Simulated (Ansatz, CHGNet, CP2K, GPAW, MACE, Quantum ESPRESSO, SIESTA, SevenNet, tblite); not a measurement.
# Random packing of B74C26 (at. %) (103 atoms) in CP2K, part 2 of 2

How do the settings of CP2K change the result for random packing of B74C26 (at. %) (103 atoms)? A plane-wave run serves as the yardstick.

Program: CP2K 2026.2; the method stands at each step. Banners, paths, timers and routine set-up lines are dropped from the logs unmarked, and long logs keep their key lines alone; longer cuts are marked.

So far. Step 2 (PBE, DZVP-UZH, 450/50 Ry, diagonalisation): Forces lie 3.5 % from the reference's, at 3.2 times its CPU time (on 4 against 2 cores).

**3. PBE, SZV-MOLOPT-SR, 450/50 Ry, diagonalisation**

Method: Kohn-Sham DFT, PBE, GTH-PBE pseudopotentials, Gaussian and plane waves, SZV-MOLOPT-SR-GTH, diagonalisation.

input.inp

```
&GLOBAL
  PROJECT cell
  RUN_TYPE ENERGY_FORCE
  PRINT_LEVEL LOW
&END GLOBAL
&FORCE_EVAL
  METHOD QS
  STRESS_TENSOR ANALYTICAL
  &DFT
    BASIS_SET_FILE_NAME BASIS_MOLOPT
    POTENTIAL_FILE_NAME GTH_POTENTIALS
    &MGRID
      CUTOFF 450
      REL_CUTOFF 50
    &END MGRID
    &QS
      EPS_DEFAULT 1.0E-12
    &END QS
    &SCF
      SCF_GUESS ATOMIC
      EPS_SCF 5.0E-06
      MAX_SCF 200
      ADDED_MOS 42
      &DIAGONALIZATION
        ALGORITHM STANDARD
      &END DIAGONALIZATION
      &SMEAR ON
        METHOD FERMI_DIRAC
        ELECTRONIC_TEMPERATURE [K] 580
      &END SMEAR
      &MIXING
        METHOD BROYDEN_MIXING
        ALPHA 0.15
        NBROYDEN 12
      &END MIXING
      &PRINT
        &RESTART OFF
        &END RESTART
      &END PRINT
    &END SCF
    &XC
      &XC_FUNCTIONAL PBE
      &END XC_FUNCTIONAL
    &END XC
    &PRINT
      &MULLIKEN ON
      &END MULLIKEN
      &HIRSHFELD ON
        SHAPE_FUNCTION DENSITY
      &END HIRSHFELD
      &MO ON
        EIGENVALUES T
        OCCUPATION_NUMBERS T
        MO_INDEX_RANGE 157 180
        &EACH
          QS_SCF 0
        &END EACH
        ADD_LAST NUMERIC
      &END MO
    &END PRINT
  &END DFT
  &SUBSYS
    &CELL
      A 9.54210 0.00000 0.00000
      B 0.00000 9.54210 0.00000
      C 0.00000 0.00000 9.54210
    &END CELL
    &COORD
      SCALED
      B 0.48294 0.49808 0.15869
      B 0.67105 0.04781 0.09619
      B 0.72920 0.60452 0.15249
      B 0.60227 0.72025 0.24590
      B 0.85299 0.08796 0.91418
      B 0.38600 0.97979 0.94136
      B 0.04908 0.15851 0.33484
      B 0.26952 0.64633 0.11063
      B 0.17298 0.15519 0.00856
      B 0.67975 0.12953 0.39100
      B 0.57483 0.03299 0.71826
      B 0.25688 0.49998 0.51812
      B 0.40023 0.01990 0.20258
      B 0.46500 0.21484 0.34725
      B 0.91836 0.32771 0.96512
      B 0.29197 0.55071 0.29465
      B 0.81479 0.94759 0.59637
      B 0.96860 0.48470 0.44262
      B 0.36326 0.65386 0.71054
      B 0.77930 0.31315 0.84202
[... 79 atom lines left out ...]
      C 0.71886 0.74297 0.84702
      C 0.18922 0.03163 0.73277
      C 0.06908 0.80363 0.56384
      C 0.55448 0.52840 0.35878
    &END COORD
    &KIND B
      BASIS_SET SZV-MOLOPT-SR-GTH-q3
      POTENTIAL GTH-PBE-q3
    &END KIND
    &KIND C
      BASIS_SET SZV-MOLOPT-SR-GTH-q4
      POTENTIAL GTH-PBE-q4
    &END KIND
  &END SUBSYS
  &PRINT
    &FORCES ON
    &END FORCES
    &STRESS_TENSOR ON
    &END STRESS_TENSOR
  &END PRINT
&END FORCE_EVAL
```

The run is started by

```sh
OMP_NUM_THREADS=1 cp2k.psmp -i input.inp > output.txt
```

Numbers of over 12 decimals in the logs are rounded to 6 here.

Log:

```text
CP2K| version string:                                       CP2K version 2026.2
 CP2K| Input file name                                                 input.inp
 GLOBAL| Basis set file name                                        BASIS_MOLOPT
 GLOBAL| Potential file name                                      GTH_POTENTIALS
 GLOBAL| Run type                                                   ENERGY_FORCE
 GLOBAL| Total number of message passing processes                             1
 GLOBAL| Number of threads for this process                                    1
 TOTAL NUMBERS AND MAXIMUM NUMBERS
  Total number of            - Atomic kinds:                                   2
                             - Atoms:                                        103
[... lines left out ...]
                        Smear method:                                FERMI_DIRAC
[... lines left out ...]
 Number of electrons:                                                        336
[... lines left out ...]
  Step     Update method      Time    Convergence         Total energy    Change
[... lines left out ...]
  *** SCF run converged in    19 steps ***
[... lines left out ...]
  Fermi energy:                                                 0.284307
  Total energy:                                              -358.067933
  Total energy (extrapolated to T->0):                       -358.062420
[... lines left out ...]
 MO| E(Fermi):            0.284307 a.u.          7.736390 eV
[... lines left out ...]
 !-----------------------------------------------------------------------------!
 !-----------------------------------------------------------------------------!
                           Hirshfeld Charges
  #Atom  Element  Kind  Ref Charge     Population                    Net charge
      1       B      1       3.000          2.921                         0.079
      2       B      1       3.000          2.977                         0.023
      3       B      1       3.000          2.977                         0.023
[...]
102       C      2       4.000          4.027                        -0.027
    103       C      2       4.000          4.019                        -0.019
  Total Charge                                                           -0.000
 !-----------------------------------------------------------------------------!
 ENERGY| Total FORCE_EVAL ( QS ) energy [hartree]           -358.067957
 FORCES| Atomic forces [hartree/bohr]
 FORCES|   Atom     x               y               z               |f|
 FORCES|      1  2.00561787E-03  2.03979979E-02  2.49881250E-02   3.23188368E-02
 FORCES|      2 -4.96449140E-02  6.28948139E-02  1.12170990E-02   8.09085806E-02
 FORCES|      3  4.89821325E-04 -8.79341690E-03 -1.90827690E-02   2.10170449E-02
[...]
FORCES|    102  6.37015698E-04 -8.49636371E-02 -1.07241562E-03   8.49727926E-02
 FORCES|    103 -7.92768219E-03 -4.67353451E-02  3.78201805E-02   6.06416250E-02
 FORCES| Sum    -7.07315617E-06  1.76567837E-06  5.97238526E-05
 FORCES| Total atomic force                                       6.01671483E-05
 STRESS| Analytical stress tensor [bar]
 STRESS|                        x                   y                   z
 STRESS|      x       -1.08541446207E+05   5.10321625642E+04   4.99339332968E+02
 STRESS|      y        5.10321625642E+04  -1.49327573639E+05   6.45316385598E+04
 STRESS|      z        4.99339332968E+02   6.45316385598E+04  -2.07588827395E+05
 STRESS| 1/3 Trace                                            -1.55152615747E+05
```

Wall time 6 min (1 thread of Arm Neoverse N1, shared host); peak memory 1.7 GiB.

Compared with the plane-wave run:

```
r.m.s. force component                  : 1.895 eV/Å
r.m.s. difference of force components   : 670 meV/Å
longest difference of force vectors     : 2280 meV/Å
force difference over r.m.s. force      : 49.86 %
slope of forces against the reference's : 1.371
correlation of force components         : 0.9716
pressure                                : -15.52 GPa
pressure difference                     : 6.212 GPa
```

This is a coarse setting, run to see what it loses.

Against the first run (3.5 %), the force difference from the reference is 50 %, at 0.29 times the CPU time (on 1 against 4 cores), with 412 basis functions against 1339; this set comes with other potentials too, so the change isn't the basis's alone.

**4. All runs compared**

Differences are against the plane-wave reference, forces as r.m.s. over components; share is that over the reference's r.m.s. force, slope the least-squares factor from reference forces to these. Total energies of different programs have different zeros and aren't compared.

```
                                                         run  Δ force, r.m.s. (meV/Å)  share (%)  slope  Δ pressure (GPa)  cores  CPU time  memory (GiB)
                                                   reference                        -          -      -                 -      2   6.4 min           1.8
              CP2K PBE, DZVP-UZH, 450/50 Ry, diagonalisation                     47.5       3.54  1.012             0.604      4    21 min           2.7
CP2K PBE, SZV-MOLOPT-SR, 450/50 Ry, diagonalisation (coarse)                      670       49.9  1.371              6.21      1     6 min           1.7
```

Rows marked coarse were listed beforehand as settings not expected to be converged; some can still land near the reference.

CPU time is summed over cores on a shared host, where runs went side by side, so it is rough. Symmetry, cutoffs, thresholds, outputs and thread counts weren't matched or tuned between programs; memory under MPI is the largest rank's times the ranks.

A second geometry, displaced anew (every atom was moved at random, 0.08 Å r.m.s. a Cartesian component), gives an energy difference that all programs can be tested on. The reference puts it at -3.801 meV/atom.

```
                                                run  energy less the first geometry's (meV/atom)  error (meV/atom)  force share at the second geometry (%)
     CP2K PBE, DZVP-UZH, 450/50 Ry, diagonalisation                                       -3.749             0.052                                    3.35
CP2K PBE, SZV-MOLOPT-SR, 450/50 Ry, diagonalisation                                        12.16              16.0                                    47.6
```

Further runs of this program without a result: CP2K GFN1-xTB, diagonalisation (not converged).

**5. Summary of results**

```json
{"nearest in forces": "CP2K PBE, DZVP-UZH, 450/50 Ry, diagonalisation, 3.5 %", "its CPU time": "21 min"}
```

In words: The PBE run in local orbitals, coarse settings apart, differs by 3.5 % (CP2K PBE, DZVP-UZH, 450/50 Ry, diagonalisation); basis, grid and potentials can all enter. Runs with settings chosen to be coarse differ by 50 % (CP2K PBE, SZV-MOLOPT-SR, 450/50 Ry, diagonalisation), their programs' other errors included. None of the electronic-structure runs in the table takes under half the reference's CPU time of 6.4 min; they take 0.94 to 3.2 times as much. CP2K PBE, SZV-MOLOPT-SR, 450/50 Ry, diagonalisation stiffens the forces by a factor of 1.37 while following their directions (correlation 0.972); the slopes of the 2 CP2K runs lie between 1.01 and 1.37. In pressure, CP2K PBE, SZV-MOLOPT-SR, 450/50 Ry, diagonalisation misses by +6.2 GPa, at the same functional. The energy difference between the two geometries, -3.80 meV/atom in the reference, is met best by CP2K PBE, DZVP-UZH, 450/50 Ry, diagonalisation (+0.052) and worst by CP2K PBE, SZV-MOLOPT-SR, 450/50 Ry, diagonalisation (coarse) (+16). The reference's pressure holds the uncorrected Pulay stress of its 45 Ry basis, so small pressure differences, and their order, may be the reference's own error. The reference's stress is far from hydrostatic: its diagonal is -18.4, -21.0, -25.9 GPa, compression counted positive. The reference's pressure of -22 GPa says that the cell would shrink at this level of theory. The electronic-structure runs sample only Γ, in a cell whose shortest periodic width is 10 Å, which is coarse for a cell with partly filled levels.

[Also dropped from logs without a mark: logging warnings of Python, and SIESTA's first energy breakdown and zero terms.]

[Logs are printed without paths, hosts, clocks, repeated set-up lines and the standing remarks that a program may print on its own settings, such as how far it seeks lower states.]

[Hosts, paths, dates, database ids (printed as entryN), source tags and the programs' standing remarks are cut or masked in the printed files.]
